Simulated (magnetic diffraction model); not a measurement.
**Ho2B3Rh14: what an assumed order does to the neutron pattern**

Space group P6_3/mmc (no. 194), a = 8.3860 Å, c = 8.1540 Å.

```
site  atom       x       y       z
  2d    Ho     2/3     1/3     1/4
  2b    Ho       0       0     3/4
 12k    Rh  0.6736  0.8368  0.9783
 12j    Rh  0.6681  0.0446     3/4
  4f    Rh     1/3     2/3  0.1067
  6g     B       0     1/2       0
```

The compound is invented for this exercise: a known structure type with other elements, its cell scaled to their sizes and not relaxed.

Only Ho is taken to order (form factors of Ho3+); orders and moment sizes are assumed, and not adapted to the symmetry. Radiation: neutrons of λ = 1.909 Å (absorption by B left out), 3° to 50°; isotropic B of 0.15 Å² (Ho), 0.14 Å² (Rh) and 0.24 Å² (B). Simulated constant-wavelength pattern: nuclear and magnetic terms add, the magnetic one as |2.695 fm × Σ f S⊥ exp(2πi Q·r) exp(−B s²)|², summed over all Q at one angle with the factor 1/(sin²θ cos θ). For a modulated order the moment at position r is S exp(−2πi k·r) + c.c., with S = m/2 for a sine wave of amplitude m and S = m(u + iv)/2 for moments turning in a plane, u and v being orthogonal unit vectors in it; the phase factor of the sum at Q = H + k is then exp(2πi H·r). Free-ion form factors, Sears's scattering lengths of 1992, no absorption; a label names one of the reflections at its angle. The strongest nuclear line in the range is 100, and lines under 0.2 are left out.

Assume the order k = (0 1/3 0), moments turning in the plane of [100] and [010], 8.9 μB on Ho; signs + at (2/3, 1/3, 1/4), + at (1/3, 2/3, 3/4), + at (0, 0, 3/4), + at (0, 0, 1/4).

Q: Where does magnetic intensity appear, and how strong is it?

```csv
2θ (°),index,nuclear,magnetic
5.02,(0 1/3 0),0.0,978.1
10.05,(0 2/3 0),0.0,15.1
13.31,(1 -1/3 0),0.0,17.1
15.10,(1 0 0),6.2,0.0
16.82,(0 2/3 1),0.0,52.1
18.18,(1 1/3 0),0.0,9.0
18.96,(1 -1/3 1),0.0,74.5
20.18,(0 4/3 0),0.0,3.6
20.27,(1 0 1),7.1,0.0
22.02,(1 2/3 0),0.0,96.7
22.68,(1 1/3 1),0.0,46.1
24.33,(0 4/3 1),0.0,19.2
25.31,(0 5/3 0),0.0,2.2
26.32,(1 1 0),5.5,0.0
26.81,(2 -2/3 0),0.0,63.6
27.56,(0 1/3 2),0.0,117.9
28.24,(2 -1/3 0),0.0,3.6
28.76,(0 5/3 1),0.0,12.5
28.95,(0 2/3 2),0.0,6.3
30.29,(1 -1/3 2),0.0,11.0
30.91,(1 4/3 0),0.0,46.7
31.15,(1 0 2),0.4,0.0
31.39,(2 -1/3 1),0.0,20.1
32.81,(1 1/3 2),0.0,8.6
33.39,(2 1/3 0),0.0,2.5
33.45,(2 0 1),4.8,0.0
34.01,(0 4/3 2),0.0,3.9
35.17,(1 2/3 2),0.0,112.4
35.72,(1 5/3 0),0.0,3.2
36.14,(2 1/3 1),0.0,14.2
36.83,(2 2/3 0),0.0,2.0
37.40,(0 5/3 2),0.0,2.9
38.12,(1 1 2),36.7,0.0
38.33,(1 5/3 1),0.0,18.4
38.47,(2 -2/3 2),0.0,86.4
39.38,(2 2/3 1),0.0,11.4
39.52,(2 -1/3 2),0.0,5.0
40.02,(3 -4/3 0),0.0,1.6
41.03,(0 8/3 0),0.0,12.4
41.22,(2 0 2),18.8,0.0
41.55,(1 4/3 2),0.0,69.1
42.03,(3 -2/3 0),0.0,1.5
42.40,(3 -4/3 1),0.0,9.5
42.44,(0 2/3 3),0.0,8.3
43.05,(2 1 1),13.7,0.0
43.41,(1 -1/3 3),0.0,15.5
43.51,(2 1/3 2),0.0,3.8
43.96,(3 -1/3 0),0.0,21.1
```
(The table stops after 48 lines; 16 more lie at higher angle.)

The strongest magnetic line in the range is (0 1/3 0) at 5.02° (978.1). On top of the Lorentz factor, which all lines share, magnetic lines fade with angle because f falls: for Ho3+ it is 0.96, 0.85, 0.71 and 0.44 at sin θ/λ = 0.1, 0.2, 0.3 and 0.5 Å⁻¹, while nuclear lengths stay constant. The order has no net moment.

[Logs are printed without paths, hosts, clocks, repeated set-up lines and the standing remarks that a program may print on its own settings, such as how far it seeks lower states.]
